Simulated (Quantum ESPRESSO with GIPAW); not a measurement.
# CdS (Hawleyite): how strain moves the 33S line

GIPAW runs (PBEsol, plane-wave PAW from pslibrary 1.0.0 recipes, cutoffs 55 and 640 Ry, one 13×13×13 mesh for all shielding runs; Quantum ESPRESSO with GIPAW, a patched development version; no spin-orbit coupling, no macroscopic shape term) on CdS (Hawleyite), space group F-43m before straining. The cell below is strained equally along all axes, and the atoms keep their fractional coordinates.

```
Cd S
1.0
     0.00000    2.91650    2.91650
     2.91650    0.00000    2.91650
     2.91650    2.91650    0.00000
Cd S
1 1
Direct
  0.00000 0.00000 0.00000
  0.25000 0.25000 0.25000
```

The cell is an entry of the Crystallography Open Database; it need not be the form that is stable at ambient conditions.

The bonds are those of S (atom 2; bound to Cd4). One row is withheld.

```
strain (%)  mean bond (Å)  σ_iso Cd (ppm)  σ_iso S (ppm)
        -2         2.4752         2766.98         688.05
      -1.5         2.4879               ?              ?
        -1         2.5005         2842.54         668.75
         0         2.5258         2915.45         648.93
      +0.5         2.5384         2950.96         638.74
        +1         2.5510         2985.79         628.37
        +2         2.5763         3053.60         606.77
```

**Task.** Fit σ_iso of S against strain, judge whether a straight line is enough, and predict the withheld row at -1.5 %.

1. With n = 6: Σx = 0.500, Σy = 3879.61, Σx² = 10.2500, Σxy = 116.430.

2. Slope b = (nΣxy − ΣxΣy)/(nΣx² − (Σx)²) = -20.26 ppm per %, intercept a = (Σy − bΣx)/n = 648.29 ppm.

3. Residuals (run less line), in the order of the table: -0.77, +0.19, +0.64, +0.58, +0.34, -0.99 ppm. They bend in one sense; the largest is 1.2 % of the range of σ, so a line serves for most purposes and a parabola takes up the rest: σ = 648.95 − 20.292 x − 0.385 x², with residuals of 0.11 ppm or less.

4. At -1.5 % (inside the fitted range) the line gives 678.69 ppm and the parabola 678.52 ppm.

5. The run gives:

```
strain (%)  mean bond (Å)  σ_iso Cd (ppm)  σ_iso S (ppm)
      -1.5         2.4879         2805.08         678.46
```

Prediction less run: the line misses by +0.23 ppm, the parabola by +0.06 ppm. By the parabola, a strain of +1 % changes σ of S by -20.68 ppm and one of −1 % by +19.91 ppm; the mean slope is -20.26 ppm per %, or 8.0 ppm for 0.01 Å of mean bond length. The shift moves the opposite way, scaled by the slope of a reference line. Over the table σ of Cd goes from 2766.98 to 3053.60 ppm. Zero strain is the database's lattice, not this functional's rest cell, and neither cutoff nor mesh was tested for the slopes. The omitted shape term, common to all sites, changes with strain too. This build of gipaw.x prints that it is not audited and that its numbers are no references by themselves. pw.x warned of eigenvalues not converged in some cycles of these runs, which then met the threshold.

[Banner, clock, file and message-heading lines were taken out of the pw.x and gipaw.x logs.]

[Logs are printed without paths, hosts, clocks, repeated set-up lines and the standing remarks that a program may print on its own settings, such as how far it seeks lower states.]

[Hosts, paths, dates, database ids (printed as entryN), source tags and the programs' standing remarks are cut or masked in the printed files.]
